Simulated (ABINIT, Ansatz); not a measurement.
# Quasiparticle gap of CO2 (P4_2/mnm) in ABINIT, part 2 of 3

Aim: the G0W0 gap of CO2 (P4_2/mnm) on LDA, step by step.

ABINIT 10.8.3; LDA and many-body steps on it, plane waves. Known limits of the many-body steps: not at the basis limit; coarse k mesh.

So far. Step 2 (Ground state): The gap is indirect, with the least direct gap 0.49 eV higher.

**3. Bands along the symmetry lines**

Level of this step: DFT, LDA, plane waves, norm-conserving pseudopotentials (ABINIT).

Levels along a band path, at the cheap level, show where the edges lie and whether the meshes to come will hold them.

run.abi

```
acell 3*1.0 Angstrom
rprim 
  4.227212790000 0.000000000000 0.000000000000
  0.000000000000 4.227212790000 0.000000000000
  0.000000000000 0.000000000000 4.687771590000
ntypat 2
znucl 6 8
natom 6
typat 1 1 2 2 2 2
xred 
  0.500000000000 0.500000000000 0.500000000000
  0.000000000000 0.000000000000 0.000000000000
  0.304826860000 0.695173140000 0.500000000000
  0.695173140000 0.304826860000 0.500000000000
  0.195173140000 0.195173140000 0.000000000000
  0.804826860000 0.804826860000 0.000000000000
pp_dirpath "pseudos"
pseudos "C.upf, O.upf"
ecut 37
iscf -2
irdden 1
kptopt 0
nkpt 75
kpt 
  0.00000000 0.00000000 0.00000000
  0.00000000 0.06250000 0.00000000
  0.00000000 0.12500000 0.00000000
  0.00000000 0.18750000 0.00000000
  0.00000000 0.25000000 0.00000000
  0.00000000 0.31250000 0.00000000
  0.00000000 0.37500000 0.00000000
  0.00000000 0.43750000 0.00000000
  0.00000000 0.50000000 0.00000000
  0.06250000 0.50000000 0.00000000
  0.12500000 0.50000000 0.00000000
  0.18750000 0.50000000 0.00000000
  0.25000000 0.50000000 0.00000000
  0.31250000 0.50000000 0.00000000
  0.37500000 0.50000000 0.00000000
  0.43750000 0.50000000 0.00000000
  0.50000000 0.50000000 0.00000000
  0.43750000 0.43750000 0.00000000
  0.37500000 0.37500000 0.00000000
  0.31250000 0.31250000 0.00000000
  0.25000000 0.25000000 0.00000000
  0.18750000 0.18750000 0.00000000
  0.12500000 0.12500000 0.00000000
  0.06250000 0.06250000 0.00000000
  0.00000000 0.00000000 0.00000000
  0.00000000 0.00000000 0.06250000
  0.00000000 0.00000000 0.12500000
  0.00000000 0.00000000 0.18750000
  0.00000000 0.00000000 0.25000000
  0.00000000 0.00000000 0.31250000
  0.00000000 0.00000000 0.37500000
  0.00000000 0.00000000 0.43750000
  0.00000000 0.00000000 0.50000000
  0.00000000 0.06250000 0.50000000
  0.00000000 0.12500000 0.50000000
  0.00000000 0.18750000 0.50000000
  0.00000000 0.25000000 0.50000000
  0.00000000 0.31250000 0.50000000
  0.00000000 0.37500000 0.50000000
  0.00000000 0.43750000 0.50000000
  0.00000000 0.50000000 0.50000000
  0.06250000 0.50000000 0.50000000
  0.12500000 0.50000000 0.50000000
  0.18750000 0.50000000 0.50000000
  0.25000000 0.50000000 0.50000000
  0.31250000 0.50000000 0.50000000
  0.37500000 0.50000000 0.50000000
  0.43750000 0.50000000 0.50000000
  0.50000000 0.50000000 0.50000000
  0.43750000 0.43750000 0.50000000
  0.37500000 0.37500000 0.50000000
  0.31250000 0.31250000 0.50000000
  0.25000000 0.25000000 0.50000000
  0.18750000 0.18750000 0.50000000
  0.12500000 0.12500000 0.50000000
  0.06250000 0.06250000 0.50000000
  0.00000000 0.00000000 0.50000000
  0.00000000 0.50000000 0.00000000
  0.00000000 0.50000000 0.06250000
  0.00000000 0.50000000 0.12500000
  0.00000000 0.50000000 0.18750000
  0.00000000 0.50000000 0.25000000
  0.00000000 0.50000000 0.31250000
  0.00000000 0.50000000 0.37500000
  0.00000000 0.50000000 0.43750000
  0.00000000 0.50000000 0.50000000
  0.50000000 0.50000000 0.00000000
  0.50000000 0.50000000 0.06250000
  0.50000000 0.50000000 0.12500000
  0.50000000 0.50000000 0.18750000
  0.50000000 0.50000000 0.25000000
  0.50000000 0.50000000 0.31250000
  0.50000000 0.50000000 0.37500000
  0.50000000 0.50000000 0.43750000
  0.50000000 0.50000000 0.50000000
istwfk *1
nband 23
nbdbuf 2
tolwfr 1e-08
nstep 40
prtwf 0
prtvol 0
indata_prefix "in"
outdata_prefix "out"
tmpdata_prefix "tmp"
```

On the command line:

```console
$ OMP_NUM_THREADS=1 mpirun -n 4 abinit run.abi > log
```

Numbers of over 12 decimals in the logs are rounded to 6 here.

What it wrote:

```text
.Version 10.8.3 of ABINIT. v10.8.2 released Aug 2026.

 Symmetries : space group P4_2/m n m (#136); Bravais tP (primitive tetrag.)
[... echo of the input left out ...]
== DATASET  1 ==================================================================
-   mpi_nproc: 4, omp_nthreads: 1 (-1 if OMP is not activated)

--- !DatasetInfo
iteration_state: {dtset: 1, }
dimensions: {natom: 6, nkpt: 75, mband: 23, nsppol: 1, nspinor: 1, nspden: 1, mpw: 6124, }
cutoff_energies: {ecut:  37.0, pawecutdg:  -1.0, }
electrons: {nelect:   3.20000000E+01, charge:   0.00000000E+00, occopt:   1.00000000E+00, tsmear:   1.00000000E-02, }

 Real(R)+Recip(G) space primitive vectors, cartesian coordinates (Bohr,Bohr^-1):
 R(1)=  7.9882744  0.0000000  0.0000000  G(1)=  0.1251835  0.0000000  0.0000000
 R(2)=  0.0000000  7.9882744  0.0000000  G(2)=  0.0000000  0.1251835  0.0000000
 R(3)=  0.0000000  0.0000000  8.8586044  G(3)=  0.0000000  0.0000000  0.1128846
 Unit cell volume ucvol=  5.6528995E+02 bohr^3
 Angles (23,13,12)=  9.00000000E+01  9.00000000E+01  9.00000000E+01 degrees

 getcut: wavevector=  0.0000  0.0000  0.0000  ngfft=  45  45  50
         ecut(hartree)=     37.000   => boxcut(ratio)=   2.01156

--- Pseudopotential description ------------------------------------------------
- C Generated using ONCVPSP code by D. R. Hamann
-  6.00000   4.00000  180309                  znucl, zion, pspdat
12 -1012 1 -1 1234                            pspcod,pspxc,lmax,lloc,mmax
     nproj     2     2     0
  pspatm : epsatm=    4.35103003
         --- l  ekb(1:nproj) -->
             0    6.431505    0.400560
             1   -4.185684   -0.892924
 pspatm: atomic psp has been read  and splines computed

- O Generated using ONCVPSP code by D. R. Hamann
-  8.00000   6.00000  201201                  znucl, zion, pspdat
12 -1012 2 -1 926                             pspcod,pspxc,lmax,lloc,mmax
     nproj     2     2     1
  pspatm : epsatm=    6.27558587
         --- l  ekb(1:nproj) -->
             0    6.026028    0.816167
[...]
2   -1.033686
 pspatm: atomic psp has been read  and splines computed

--------------------------------------------------------------------------------

================================================================================
 prteigrs : about to open file out_EIG
 Non-SCF case, kpt    1 (  0.00000  0.00000  0.00000), residuals and eigenvalues=
  5.98E-09  4.42E-09  7.46E-09  8.41E-09  5.74E-09  3.28E-09  3.74E-09  3.07E-09
  3.90E-09  2.87E-09  3.14E-09  3.60E-09  5.36E-09  3.23E-09  7.93E-09  7.46E-09
  5.78E-09  7.92E-09  7.51E-09  9.41E-09  5.25E-09  8.37E-09  3.40E-05
 -8.7984E-01 -8.6823E-01 -8.3707E-01 -8.3707E-01 -3.2786E-01 -3.1534E-01
 -3.0740E-01 -2.8444E-01 -2.8444E-01 -2.5674E-01 -2.5674E-01 -2.5466E-01
 -1.7966E-01 -1.4723E-01 -1.4439E-01 -1.4439E-01  1.0591E-01  1.4334E-01
[...]
-1.4585E-01 -1.4585E-01 -1.2652E-01 -1.2652E-01  1.5091E-01  1.5091E-01
  1.7619E-01  1.7619E-01  2.8382E-01  2.8382E-01  3.5427E-01

--- !ResultsGS
iteration_state: {dtset: 1, }
comment   : Summary of ground state results
lattice_vectors:
- [  7.9882744,   0.0000000,   0.0000000, ]
- [  0.0000000,   7.9882744,   0.0000000, ]
- [  0.0000000,   0.0000000,   8.8586044, ]
lattice_lengths: [   7.98827,    7.98827,    8.85860, ]
lattice_angles: [ 90.000,  90.000,  90.000, ] # degrees, (23, 13, 12)
lattice_volume:   5.6528995E+02
convergence: {deltae:  0.000E+00, res2:  0.000E+00, residm:  9.990E-09, diffor:  0.000E+00, }
etotal    :  -7.80259371E+01
entropy   :   0.00000000E+00
fermie    :  -1.26518767E-01
cartesian_stress_tensor: null
pressure_GPa: null
xred      :
- [  5.0000E-01,   5.0000E-01,   5.0000E-01,  C]
- [  0.0000E+00,   0.0000E+00,   0.0000E+00,  C]
- [  3.0483E-01,   6.9517E-01,   5.0000E-01,  O]
- [  6.9517E-01,   3.0483E-01,   5.0000E-01,  O]
- [  1.9517E-01,   1.9517E-01,   0.0000E+00,  O]
- [  8.0483E-01,   8.0483E-01,   0.0000E+00,  O]
cartesian_forces: null
force_length_stats: {min: null, max: null, mean: null, }

 Integrated electronic density in atomic spheres:
 ------------------------------------------------
 Atom  Sphere_radius  Integrated_density
[...]
================================================================================

 ----iterations are completed or convergence reached----

 Mean square residual over all n,k,spin=   54.234E-10; max=  99.902E-10
 reduced coordinates (array xred) for    6 atoms
[...]
0.195173140000      0.195173140000      0.000000000000
       0.804826860000      0.804826860000      0.000000000000

 cartesian coordinates (angstrom) at end:
    1      2.113606     2.113606     2.343886
    2      0.000000     0.000000     0.000000
    3      1.288568     2.938645     2.343886
    4      2.938645     1.288568     2.343886
    5      0.825038     0.825038     0.000000
    6      3.402174     3.402174     0.000000
 length scales=  1.889726125908  1.889726125908  1.889726125908 bohr
              =  1.000000000000  1.000000000000  1.000000000000 angstroms
 prteigrs : about to open file out_EIG
 Eigenvalues (hartree) for nkpt=  75  k points:
 kpt#   1, nband= 23, wtk=  1.00000, kpt=  0.0000  0.0000  0.0000 (reduced coord)
[...]
kpt#   2, nband= 23, wtk=  1.00000, kpt=  0.0000  0.0625  0.0000 (reduced coord)
[...]
kpt#   3, nband= 23, wtk=  1.00000, kpt=  0.0000  0.1250  0.0000 (reduced coord)
[...]
kpt#  74, nband= 23, wtk=  1.00000, kpt=  0.5000  0.5000  0.4375 (reduced coord)
[...]
0.15148    0.15148    0.17618    0.17618    0.28104    0.28104    0.35302
 kpt#  75, nband= 23, wtk=  1.00000, kpt=  0.5000  0.5000  0.5000 (reduced coord)
  -0.87085   -0.87085   -0.83990   -0.83990   -0.33075   -0.33075   -0.29604   -0.29604
  -0.28282   -0.28282   -0.26587   -0.26587   -0.14585   -0.14585   -0.12652   -0.12652
   0.15091    0.15091    0.17619    0.17619    0.28382    0.28382    0.35427

== END DATASET(S) ==============================================================
================================================================================

 -outvars: echo values of variables after computation  --------
            nband          23
             nkpt          75
          spgroup         136
 [... the other variables as echoed above ...]

 Calculation completed.
```

Elapsed: 41 s, on 4 MPI ranks of AMD EPYC 7R32 (Zen 2), shared host; peak memory 0.49 GiB.

This step gave:

```yaml
gap: 6.325 eV
k_of_the_valence_top: 0.5, 0.5, 0.5
k_of_the_conduction_bottom: 0, 0, 0
least_direct_gap: 6.811 eV
```

The gap is 6.325 eV, as in the run before at this level.

Electronic bands along the path, in eV, zero at the top of the highest filled band:

| point | band 13 | band 14 | band 15 | band 16 | band 17 | band 18 | band 19 | band 20 |
| --- | --- | --- | --- | --- | --- | --- | --- | --- |
| Γ | -1.45 | -0.56 | -0.49 | -0.49 | 6.32 | 7.34 | 7.78 | 7.78 |
| halfway | -1.06 | -0.50 | -0.49 | -0.46 | 7.07 | 7.56 | 7.88 | 7.89 |
| X | -0.55 | -0.55 | -0.50 | -0.50 | 7.97 | 7.97 | 8.08 | 8.08 |
| halfway | -0.59 | -0.59 | -0.26 | -0.26 | 8.07 | 8.07 | 8.09 | 8.09 |
| M | -0.69 | -0.69 | 0.00 | 0.00 | 8.11 | 8.11 | 8.23 | 8.23 |
| halfway | -0.70 | -0.59 | -0.50 | -0.28 | 7.68 | 7.72 | 7.84 | 8.12 |
| Γ | -1.45 | -0.56 | -0.49 | -0.49 | 6.32 | 7.34 | 7.78 | 7.78 |
| halfway | -1.33 | -0.70 | -0.49 | -0.49 | 6.76 | 7.66 | 7.85 | 7.85 |
| Z | -1.02 | -1.02 | -0.49 | -0.49 | 7.70 | 7.70 | 7.92 | 7.92 |
| halfway | -0.88 | -0.88 | -0.45 | -0.45 | 7.84 | 7.84 | 8.09 | 8.09 |
| R | -0.93 | -0.93 | -0.27 | -0.27 | 7.83 | 7.83 | 8.34 | 8.34 |
| halfway | -0.66 | -0.66 | -0.17 | -0.17 | 7.66 | 7.66 | 8.25 | 8.25 |
| A | -0.53 | -0.53 | 0.00 | 0.00 | 7.55 | 7.55 | 8.24 | 8.24 |
| halfway | -0.70 | -0.65 | -0.51 | -0.28 | 7.66 | 7.71 | 8.15 | 8.29 |
| Z | -1.02 | -1.02 | -0.49 | -0.49 | 7.70 | 7.70 | 7.92 | 7.92 |
| jump to X | -0.55 | -0.55 | -0.50 | -0.50 | 7.97 | 7.97 | 8.08 | 8.08 |
| halfway | -0.79 | -0.79 | -0.33 | -0.33 | 7.90 | 7.90 | 8.20 | 8.20 |
| R | -0.93 | -0.93 | -0.27 | -0.27 | 7.83 | 7.83 | 8.34 | 8.34 |
| jump to M | -0.69 | -0.69 | 0.00 | 0.00 | 8.11 | 8.11 | 8.23 | 8.23 |
| halfway | -0.61 | -0.61 | 0.00 | 0.00 | 7.78 | 7.78 | 8.23 | 8.23 |
| A | -0.53 | -0.53 | 0.00 | 0.00 | 7.55 | 7.55 | 8.24 | 8.24 |

**4. Empty states on the mesh, 2×2×2 mesh, 61 bands**

The sums over transitions need many empty states on a uniform mesh; this step solves for them.

run.abi

```
acell 3*1.0 Angstrom
rprim 
  4.227212790000 0.000000000000 0.000000000000
  0.000000000000 4.227212790000 0.000000000000
  0.000000000000 0.000000000000 4.687771590000
ntypat 2
znucl 6 8
natom 6
typat 1 1 2 2 2 2
xred 
  0.500000000000 0.500000000000 0.500000000000
  0.000000000000 0.000000000000 0.000000000000
  0.304826860000 0.695173140000 0.500000000000
  0.695173140000 0.304826860000 0.500000000000
  0.195173140000 0.195173140000 0.000000000000
  0.804826860000 0.804826860000 0.000000000000
pp_dirpath "pseudos"
pseudos "C.upf, O.upf"
ecut 37
ngkpt 2 2 2
nshiftk 1
shiftk 0 0 0
kptopt 1
chksymbreak 0
iscf -2
irdden 1
istwfk *1
nband 61
nbdbuf 4
tolwfr 1e-09
nstep 60
prtvol 0
indata_prefix "in"
outdata_prefix "out"
tmpdata_prefix "tmp"
```

What it wrote:

```text
.Version 10.8.3 of ABINIT. v10.8.2 released Aug 2026.

 Symmetries : space group P4_2/m n m (#136); Bravais tP (primitive tetrag.)
[... echo of the input left out ...]
== DATASET  1 ==================================================================
-   mpi_nproc: 4, omp_nthreads: 1 (-1 if OMP is not activated)

--- !DatasetInfo
iteration_state: {dtset: 1, }
dimensions: {natom: 6, nkpt: 6, mband: 61, nsppol: 1, nspinor: 1, nspden: 1, mpw: 6088, }
cutoff_energies: {ecut:  37.0, pawecutdg:  -1.0, }
electrons: {nelect:   3.20000000E+01, charge:   0.00000000E+00, occopt:   1.00000000E+00, tsmear:   1.00000000E-02, }

 Real(R)+Recip(G) space primitive vectors, cartesian coordinates (Bohr,Bohr^-1):
 R(1)=  7.9882744  0.0000000  0.0000000  G(1)=  0.1251835  0.0000000  0.0000000
 R(2)=  0.0000000  7.9882744  0.0000000  G(2)=  0.0000000  0.1251835  0.0000000
 R(3)=  0.0000000  0.0000000  8.8586044  G(3)=  0.0000000  0.0000000  0.1128846
 Unit cell volume ucvol=  5.6528995E+02 bohr^3
 Angles (23,13,12)=  9.00000000E+01  9.00000000E+01  9.00000000E+01 degrees

 getcut: wavevector=  0.0000  0.0000  0.0000  ngfft=  45  45  50
         ecut(hartree)=     37.000   => boxcut(ratio)=   2.01156

--- Pseudopotential description ------------------------------------------------
- C Generated using ONCVPSP code by D. R. Hamann
-  6.00000   4.00000  180309                  znucl, zion, pspdat
12 -1012 1 -1 1234                            pspcod,pspxc,lmax,lloc,mmax
     nproj     2     2     0
  pspatm : epsatm=    4.35103003
         --- l  ekb(1:nproj) -->
             0    6.431505    0.400560
             1   -4.185684   -0.892924
 pspatm: atomic psp has been read  and splines computed

- O Generated using ONCVPSP code by D. R. Hamann
-  8.00000   6.00000  201201                  znucl, zion, pspdat
12 -1012 2 -1 926                             pspcod,pspxc,lmax,lloc,mmax
     nproj     2     2     1
  pspatm : epsatm=    6.27558587
         --- l  ekb(1:nproj) -->
             0    6.026028    0.816167
[...]
2   -1.033686
 pspatm: atomic psp has been read  and splines computed

--------------------------------------------------------------------------------

================================================================================
 prteigrs : about to open file out_EIG
 Non-SCF case, kpt    1 (  0.00000  0.00000  0.00000), residuals and eigenvalues=
  6.53E-10  7.73E-10  1.98E-10  2.61E-10  1.47E-10  1.76E-10  1.02E-10  1.36E-10
  1.70E-10  1.76E-10  2.27E-10  1.33E-10  1.53E-10  1.48E-10  1.31E-10  1.38E-10
  4.36E-10  2.10E-10  5.20E-10  5.51E-10  1.17E-10  9.87E-11  3.11E-10  2.29E-10
[...]
9.03E-10  3.23E-10  2.05E-07  2.86E-06  4.10E-06
 -8.7984E-01 -8.6823E-01 -8.3707E-01 -8.3707E-01 -3.2786E-01 -3.1534E-01
 -3.0740E-01 -2.8444E-01 -2.8444E-01 -2.5674E-01 -2.5674E-01 -2.5466E-01
 -1.7966E-01 -1.4723E-01 -1.4439E-01 -1.4439E-01  1.0591E-01  1.4334E-01
[...]
1.0270E+00  1.0775E+00  1.0778E+00  1.0778E+00  1.1143E+00  1.1445E+00
  1.1677E+00  1.1677E+00  1.1772E+00  1.1772E+00  1.2515E+00  1.2685E+00
  1.2848E+00
 prteigrs : prtvol=0 or 1, do not print more k-points.

--- !ResultsGS
iteration_state: {dtset: 1, }
comment   : Summary of ground state results
lattice_vectors:
- [  7.9882744,   0.0000000,   0.0000000, ]
- [  0.0000000,   7.9882744,   0.0000000, ]
- [  0.0000000,   0.0000000,   8.8586044, ]
lattice_lengths: [   7.98827,    7.98827,    8.85860, ]
lattice_angles: [ 90.000,  90.000,  90.000, ] # degrees, (23, 13, 12)
lattice_volume:   5.6528995E+02
convergence: {deltae:  0.000E+00, res2:  0.000E+00, residm:  9.975E-10, diffor:  0.000E+00, }
etotal    :  -7.80259371E+01
entropy   :   0.00000000E+00
fermie    :  -1.26518767E-01
cartesian_stress_tensor: null
pressure_GPa: null
xred      :
- [  5.0000E-01,   5.0000E-01,   5.0000E-01,  C]
- [  0.0000E+00,   0.0000E+00,   0.0000E+00,  C]
- [  3.0483E-01,   6.9517E-01,   5.0000E-01,  O]
- [  6.9517E-01,   3.0483E-01,   5.0000E-01,  O]
- [  1.9517E-01,   1.9517E-01,   0.0000E+00,  O]
- [  8.0483E-01,   8.0483E-01,   0.0000E+00,  O]
cartesian_forces: null
force_length_stats: {min: null, max: null, mean: null, }

 Integrated electronic density in atomic spheres:
 ------------------------------------------------
 Atom  Sphere_radius  Integrated_density
[...]
================================================================================

 ----iterations are completed or convergence reached----

 Mean square residual over all n,k,spin=   40.082E-11; max=  99.746E-11
 reduced coordinates (array xred) for    6 atoms
[...]
0.195173140000      0.195173140000      0.000000000000
       0.804826860000      0.804826860000      0.000000000000

 cartesian coordinates (angstrom) at end:
    1      2.113606     2.113606     2.343886
    2      0.000000     0.000000     0.000000
    3      1.288568     2.938645     2.343886
    4      2.938645     1.288568     2.343886
    5      0.825038     0.825038     0.000000
    6      3.402174     3.402174     0.000000
 length scales=  1.889726125908  1.889726125908  1.889726125908 bohr
              =  1.000000000000  1.000000000000  1.000000000000 angstroms
 prteigrs : about to open file out_EIG
 Eigenvalues (hartree) for nkpt=   6  k points:
 kpt#   1, nband= 61, wtk=  0.12500, kpt=  0.0000  0.0000  0.0000 (reduced coord)
[...]
0.90864    0.92268    0.92341    0.94638    0.94638    0.95854    0.95854    0.98028
   1.02704    1.07750    1.07779    1.07779    1.11432    1.14451    1.16771    1.16771
   1.17723    1.17723    1.25152    1.26850    1.28481
 prteigrs : prtvol=0 or 1, do not print more k-points.

== END DATASET(S) ==============================================================
================================================================================

 -outvars: echo values of variables after computation  --------
            nband          61
             nkpt           6
          spgroup         136
 [... the other variables as echoed above ...]

 Calculation completed.
```

The job ended after 19 s (4 MPI ranks; peak memory 0.37 GiB; 73 s of CPU time).

Numbers from this step:

* gap: 6.325 eV
* k of the valence top: 0.5, 0.5, 0.5
* k of the conduction bottom: 0, 0, 0
* least direct gap: 6.811 eV
* k points computed: 6
* lowest point of the top converged band, above the valence top: 34.57 eV

On this mesh the gap is 6.325 eV.

[end of part 2 of 3]

[Paths, hosts, dates, memory and timing lines, banners, echoed tables and standing remarks are left out of the program output.]

[Logs are printed without paths, hosts, clocks, repeated set-up lines and the standing remarks that a program may print on its own settings, such as how far it seeks lower states.]

[Runs of the session that timed out or met a known fault of the program may be left out.]

[Hosts, paths, dates, database ids (printed as entryN), source tags and the programs' standing remarks are cut or masked in the printed files.]

[G0W0 gaps are taken among the corrected bands and points alone; a level outside them can change the order at an edge.]

[Where Ansatz stands beside ABINIT at settings called matched, ABINIT's density can come from a denser mesh and the files from another edition; pairs whose starting gaps differed by over 0.03 eV were left out, so agreement reads better than it is.]
